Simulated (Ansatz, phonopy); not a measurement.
## How KBr (Fm-3m) expands on warming

Aim: the lattice, expansion, heat capacity and bulk modulus of KBr as it warms.

Experimental results on record:
- volume expansion coefficient 116.1 1e-6/K and heat capacity C_P per formula unit 52.3 J/mol/K near room temperature (given in “High-Throughput Prediction of Finite-Temperature Properties using the Quasi-Harmonic Approximation”, 2016, arXiv:1603.06924)
- volume expansion coefficient 117.6 1e-6/K near room temperature (given in “Descriptors for thermal expansion in solids”, 2017, arXiv:1701.03966)

Program: Ansatz 0.2.0. Level of theory: DFT LDA, scalar-relativistic, plane waves, PAW. Results are calculated unless marked as measured.

Most raw output is cut from this account.

### Step 1. The starting structure

It takes space group Fm-3m (No. 225, cubic). Conventional cell: a = 6.600 Å, b = 6.600 Å, c = 6.600 Å, α = 90.00°, β = 90.00°, γ = 90.00°. Nearest to K lie 6 Br at 3.30 Å. Br has 6 K at 3.30 Å nearest. Farther neighbours and most contacts between anions are not listed.

### Step 2. Probe on a coarse mesh

Before spending time, one coarse run tells the gap and the pressure of the starting cell.

File input.yaml:

```yaml
crystal:
  lattice:
    - [0.0, 3.3, 3.3]
    - [3.3, 0.0, 3.3]
    - [3.3, 3.3, 0.0]
  atoms:
    - { symbol: K, position: [0.0, 0.0, 0.0] }
    - { symbol: Br, position: [0.5, 0.5, 0.5] }
kpoints:
  mp_grid: { grid: [6, 6, 6] }
hamiltonian:
  xc: lda
scf:
  occupations: { method: gaussian, width: 0.1 }
output:
  forces: true
  stress: true
  eigenvalues: true
```

Run with:

```sh
ansatz run input.yaml --threads 4 --pin off --max-ram 16384MiB --backend cpu --events-out ev --progress --plain --runs-dir out
```

Run time: 0.48 s. Hardware: 4 threads of Intel Xeon Platinum 8259CL at 2.50GHz (Skylake/Cascade Lake), shared host; peak memory 0.35 GiB.

This step gave:

```yaml
pressure: -1.644 GPa
gap_on_the_k_mesh: 4.030 eV
volume_per_atom: 35.94 Å³/atom
```

The start is under -1.6 GPa at this level and looks like an insulator or semiconductor on this mesh.

### Step 3. Relaxation

Phonons are second derivatives about a minimum, so cell and atoms are relaxed first, inside the symmetry of the start.

input.yaml, the sections that differ from step 2:

```yaml
scf:
  occupations: { method: gaussian, width: 0.02 }
relax:
  adjacent_minimum: "off"
  f_tol: 0.005
  max_steps: 80
  cell: { stress_tol: 0.05 }
# crystal, kpoints, hamiltonian, output: as in step 2
```

Run time: 2.3 s. Hardware: 4 threads; peak memory 0.38 GiB.

Step by step:

```
step  energy less that of the first step (eV)  largest force component (eV/Å)  pressure (GPa)  volume (Å³)
   1                                   0.0000                          0.0000           -1.64        71.87
   2                                  -0.0297                          0.0000           -0.97        68.33
   3                                  -0.0411                          0.0000            0.29        63.78
   4                                  -0.0417                          0.0000           -0.03        64.77
  5*                                  -0.0411                          0.0000           -0.03        64.77
```

Relaxation steps marked * repeat the geometry before them on a plane-wave basis chosen anew for their cell, so energy and pressure can jump there.

The run keeps the 48 symmetry operations that it works with, so distortions that break them were not tested.

```
conventional cell, symmetrised  before  after  change
                         a (Å)   6.600  6.375  -3.4 %
                         b (Å)   6.600  6.375  -3.4 %
                         c (Å)   6.600  6.375  -3.4 %
              volume (Å³/atom)   35.94  32.39  -9.9 %
```

The relaxed structure:

```xyz
2
Lattice="0.0000 3.1876 3.1876 3.1876 0.0000 3.1876 3.1876 3.1876 0.0000" Properties=species:S:1:pos:R:3 pbc="T T T"
K     0.0000    0.0000    0.0000
Br    3.1876    3.1876    3.1876
```

This step gave:

```
pressure          : -0.03335 GPa
gap on the k-mesh : 4.316 eV
volume per atom   : 32.39 Å³/atom
```

The relaxation ends with a pressure of -0.03 GPa.

### Step 4. A second relaxation

The relaxation is run once more from where the first one ended, as the script does after a large change of volume or of the gap, with mesh and occupations reviewed.

Edit input.yaml of step 3 so:

```diff
@@ -2,5 +2,5 @@
   lattice:
-    - [0.0, 3.3, 3.3]
-    - [3.3, 0.0, 3.3]
-    - [3.3, 3.3, 0.0]
+    - [0.0, 3.187560777, 3.187560777]
+    - [3.187560777, 0.0, 3.187560777]
+    - [3.187560777, 3.187560777, 0.0]
   atoms:
```

The job ended after 0.94 s (4 threads; peak memory 0.37 GiB).

Little changed from the start: no atom moved by 0.005 Å and no cell edge by 0.1 %.

### Step 5. Tight relaxation

The relaxation is repeated with tighter thresholds on force and stress, since phonons are sensitive to what is left; a change of mesh or smearing in the input moves the cell too.

input.yaml, the sections that differ from step 4:

```yaml
kpoints:
  mp_grid: { grid: [8, 8, 8] }
scf:
  occupations: { method: fixed }
relax:
  adjacent_minimum: "off"
  f_tol: 0.001
  max_steps: 60
  cell: { stress_tol: 0.01 }
# crystal, hamiltonian, output: as in step 4
```

Wall time 2 s (4 threads); peak memory 0.4 GiB.

Little changed from the start: no atom moved by 0.005 Å and no cell edge by 0.1 %.

Numbers from this step:

| Property | Result |
| --- | --- |
| pressure | 1.80e-4 GPa |
| gap on the k-mesh | 4.321 eV |
| volume per atom | 32.33 Å³/atom |

The residual pressure is 1.8e-4 GPa, small enough for phonons.

### Step 6. Relaxing at another setting

The functional, the potentials or the cutoff change, so the crystal is relaxed again at the new setting.

input.yaml, the sections that differ from step 5:

```yaml
crystal:
  lattice:
    - [0.0, 3.1857844804, 3.1857844804]
    - [3.1857844804, 0.0, 3.1857844804]
    - [3.1857844804, 3.1857844804, 0.0]
  atoms:
    - { symbol: K, position: [0.0, 0.0, 0.0] }
    - { symbol: Br, position: [0.5, 0.5, 0.5] }
basis:
  ecutwfc: 550.0
# kpoints, hamiltonian, scf, output, relax: as in step 5
```

Run time: 1.6 s. Hardware: 4 threads; peak memory 0.41 GiB; 5 s of CPU time.

Little changed from the start: no atom moved by 0.005 Å and no cell edge by 0.1 %.

Numbers from this step:

```yaml
pressure: 3.77e-4 GPa
```

The residual pressure is 3.8e-4 GPa, small enough for phonons.

### Step 7. Phonons on strained cells, cutoff 550 eV, k-mesh 8×8×8

Thermal expansion follows from how the free energy of the vibrations (and of the electrons in a metal) changes with strain, so the program makes strained cells, their phonons and a fit in one run.

input.yaml, the sections that differ from step 6:

```yaml
output:
  eigenvalues: true
phonons:
  method: dfpt
  qmesh: [4, 4, 4]
  temperatures: { t_max: 500.0, t_step: 25 }
  thermal_expansion: {}
# crystal, kpoints, hamiltonian, scf, basis: as in step 6
# relax: removed
```

Elapsed: 13 min, on 4 threads; peak memory 1.6 GiB; 49 min of CPU time.

This step gave:

| Quantity | Value |
| --- | --- |
| pressure | 3.76e-4 GPa |
| volume expansion coefficient at 298 K | 115.0 1e-6/K |
| C_P at 298 K | 25.80 J/mol-atom/K |
| entropy at 298 K | 47.09 J/mol-atom/K |
| isothermal bulk modulus at 298 K | 16.76 GPa |
| Grüneisen parameter at 298 K | 1.583 |
| volume at 298 K | 33.39 Å³/atom |
| principal linear expansion coefficients at 298 K | 38.32, 38.32, 38.32 1e-6/K |

Strained cells of the study; zero-point energy where phonons were solved; the pressures are stresses at a fixed cutoff and can carry an offset from the finite basis. Expansion cells, by row:

```
cell  |a| (Å)  |b| (Å)  |c| (Å)  V (Å³/atom)  E - E_lowest (meV/atom)  pressure, compression positive (GPa)  gap (eV)  zero-point energy (meV/atom)
   1    4.505    4.505    4.505        32.33                        0                                -0.002     4.321                             -
   2    4.541    4.541    4.541        33.12                    1.139                                -0.458     4.251                             -
   3     4.47     4.47     4.47        31.57                    1.199                                 0.512     4.393                             -
   4    4.506    4.506    4.506        32.34                        0                                -0.008      4.32                         18.38
   5    4.528    4.528    4.528        32.83                    0.469                                  -0.3     4.276                          17.9
   6    4.561    4.561    4.561        33.55                     2.69                                -0.685     4.214                         17.21
   7    4.589    4.589    4.589        34.17                    5.913                                -0.978     4.163                         16.64
   8    4.617    4.617    4.617         34.8                     10.3                                -1.243     4.114                         16.08
   9    4.461    4.461    4.461        31.39                    1.851                                 0.644     4.411                             -
  10    4.483    4.483    4.483        31.86                    0.447                                 0.306     4.365                             -
  11    4.654    4.654    4.654        35.65                    17.65                                -1.551     4.051                             -
```

Quasi-harmonic; a, b, c are the run's own cell vectors. Expansion, by row:

```
T (K)  a (Å)  b (Å)  c (Å)  alpha (deg)  beta (deg)  gamma (deg)  cell volume (Å³/cell)  alpha_a (1e-6/K)  alpha_b (1e-6/K)  alpha_c (1e-6/K)  alpha_V (1e-6/K)  C_P (J/mol-atom/K)  C_V (J/mol-atom/K)  S (J/mol-atom/K)  B_T (GPa)  B_S (GPa)  Grueneisen  extrapolation  fit error (1e-6/K)
    0  4.517  4.517  4.517           60          60           60                  65.18                 0                 0                 0                 0                   0                   0                 0      19.74      19.74           -              0                   0
   25  4.517  4.517  4.517           60          60           60                  65.18              3.49              3.49              3.49             10.47               5.169               5.168             2.163      19.72      19.73       0.785              0                   0
   50  4.518  4.518  4.518           60          60           60                  65.23             15.08             15.08             15.08             45.23               13.78               13.73             8.565      19.58      19.64       1.266              0                0.01
   75  4.521  4.521  4.521           60          60           60                  65.32             22.89             22.89             22.89             68.68               18.68               18.55             15.19      19.35      19.49       1.409              0                0.01
  100  4.523  4.523  4.523           60          60           60                  65.45             27.26             27.26             27.26             81.78               21.23               20.98             20.95      19.09      19.32       1.467              0                0.02
  125  4.527  4.527  4.527           60          60           60                  65.59             29.93             29.93             29.93              89.8               22.67               22.29             25.86      18.81      19.13       1.497              0                0.03
  150   4.53   4.53   4.53           60          60           60                  65.74             31.78             31.78             31.78             95.34               23.57               23.06             30.07      18.53      18.93       1.516              0                0.03
  175  4.534  4.534  4.534           60          60           60                   65.9              33.2              33.2              33.2             99.61               24.18               23.55             33.75      18.24      18.73       1.531              0                0.03
  200  4.538  4.538  4.538           60          60           60                  66.07              34.4              34.4              34.4             103.2               24.64               23.88             37.01      17.95      18.52       1.543              0                0.03
  225  4.542  4.542  4.542           60          60           60                  66.24             35.46             35.46             35.46             106.4                  25                24.1             39.94      17.65      18.31       1.554              0                0.03
  250  4.546  4.546  4.546           60          60           60                  66.42             36.46             36.46             36.46             109.4                25.3               24.26             42.59      17.35       18.1       1.565              0                0.04
  275   4.55   4.55   4.55           60          60           60                  66.61             37.43             37.43             37.43             112.3               25.57               24.39             45.01      17.05      17.88       1.574              0                0.05
298.1  4.554  4.554  4.554           60          60           60                  66.78             38.32             38.32             38.32               115                25.8               24.47             47.09      16.76      17.67       1.583              0                0.06
  300  4.554  4.554  4.554           60          60           60                   66.8             38.39             38.39             38.39             115.2               25.82               24.48             47.25      16.74      17.65       1.584              0                0.06
  325  4.559  4.559  4.559           60          60           60                  66.99             39.37             39.37             39.37             118.1               26.05               24.55             49.32      16.42      17.43       1.594              0                0.07
  350  4.563  4.563  4.563           60          60           60                  67.19             40.36             40.36             40.36             121.1               26.28               24.61             51.26      16.11       17.2       1.604              0                0.08
  375  4.568  4.568  4.568           60          60           60                   67.4             41.39             41.39             41.39             124.2                26.5               24.65             53.08      15.78      16.97       1.613              0                0.08
  400  4.573  4.573  4.573           60          60           60                  67.61             42.46             42.46             42.46             127.4               26.73               24.69              54.8      15.46      16.74       1.624              0                0.08
  425  4.578  4.578  4.578           60          60           60                  67.83             43.59             43.59             43.59             130.8               26.97               24.72             56.43      15.12       16.5       1.634              0                0.08
  450  4.583  4.583  4.583           60          60           60                  68.05             44.77             44.77             44.77             134.3               27.21               24.75             57.98      14.79      16.26       1.645              0                0.06
  475  4.588  4.588  4.588           60          60           60                  68.29             46.02             46.02             46.02             138.1               27.46               24.77             59.45      14.45      16.01       1.656              0                0.06
  500  4.593  4.593  4.593           60          60           60                  68.52             47.35             47.35             47.35             142.1               27.72               24.79             60.87       14.1      15.77       1.667              0                0.12
```

Table of expansion coefficient by temperature; values in 1e-6/K:

```
temperature (K)  volume  principal 1
              0       0            0
             25    10.5         3.49
             50    45.2         15.1
             75    68.7         22.9
            100    81.8         27.3
            125    89.8         29.9
            150    95.3         31.8
            175    99.6         33.2
            200     103         34.4
            225     106         35.5
            250     109         36.5
            275     112         37.4
            298     115         38.3
            300     115         38.4
            325     118         39.4
            350     121         40.4
            375     124         41.4
            400     127         42.5
            425     131         43.6
            450     134         44.8
            475     138         46.0
            500     142         47.4
```

At 298 K the volume expansion is 115 × 10⁻⁶/K and B_T is 16.8 GPa.

### Step 8. Quasi-harmonic fit by phonopy

This step: DFT LDA, scalar-relativistic, plane waves, PAW (phonopy 4.10.0).

This step gave:

- volume expansion coefficient at 300 K: 115.2 1e-6/K
- isothermal bulk modulus at 300 K: 16.74 GPa
- C_P at 300 K: 25.84 J/mol-atom/K
- Grüneisen parameter at 300 K: 1.584

Energy (each curve on its own zero) against volume; values in meV/atom:

```
volume (Å³/atom)  static  F at 0 K  F at 300 K  F at 500 K
          32.343       0      1.13        4.51        7.41
          32.831    0.47      1.12        3.17        4.91
          33.551    2.69      2.66        2.68        2.68
          34.171    5.91      5.31        3.54        2.01
          34.803    10.3      9.13        5.47        2.36
```

Phonopy-qha, vinet fit of F(V) at each temperature. Qha vinet, by row:

```
T (K)  fitted volume (Å³/atom)  alpha_V (1e-6/K)  B_T (GPa)  C_P (J/mol-atom/K)  Grueneisen
   75                    32.66             67.01      19.34               18.64       1.374
  100                    32.72             80.99      19.08               21.28       1.452
  125                    32.79             89.42      18.81               22.74        1.49
  150                    32.87             95.15      18.53               23.63       1.513
  175                    32.95             99.51      18.24               24.24       1.529
  200                    33.03             103.1      17.95               24.68       1.543
  225                    33.12             106.4      17.65               25.04       1.554
  250                    33.21             109.4      17.35               25.34       1.564
  275                     33.3             112.3      17.05                25.6       1.574
  300                     33.4             115.2      16.74               25.84       1.584
  325                     33.5             118.1      16.42               26.07       1.594
  350                     33.6             121.1      16.11                26.3       1.604
  375                     33.7             124.2      15.78               26.52       1.614
  400                     33.8             127.4      15.46               26.75       1.624
  425                    33.91             130.8      15.12               26.98       1.634
  450                    34.03             134.4      14.79               27.22       1.645
  475                    34.14             138.1      14.45               27.47       1.656
```

The volume expansion coefficient by temperature; values in 1e-6/K:

```
temperature (K)  phonopy-qha, Vinet  Ansatz's own study
             75                67.0                68.7
            100                81.0                81.8
            125                89.4                89.8
            150                95.2                95.3
            175                99.5                99.6
            200                 103                 103
            225                 106                 106
            250                 109                 109
            275                 112                 112
            300                 115                 115
            325                 118                 118
            350                 121                 121
            375                 124                 124
            400                 127                 127
            425                 131                 131
            450                 134                 134
            475                 138                 138
```

The fit gives a volume expansion of 115 × 10⁻⁶/K at 300 K, against 115 at 298 K from the study itself, whose static fit uses more cells.

[end of part 1 of 3]

[Logs are printed without paths, hosts, clocks, repeated set-up lines and the standing remarks that a program may print on its own settings, such as how far it seeks lower states.]

[Hosts, paths, dates, database ids (printed as entryN), source tags and the programs' standing remarks are cut or masked in the printed files.]

[A step with changed settings may run another functional than the one named; its input shows which.]
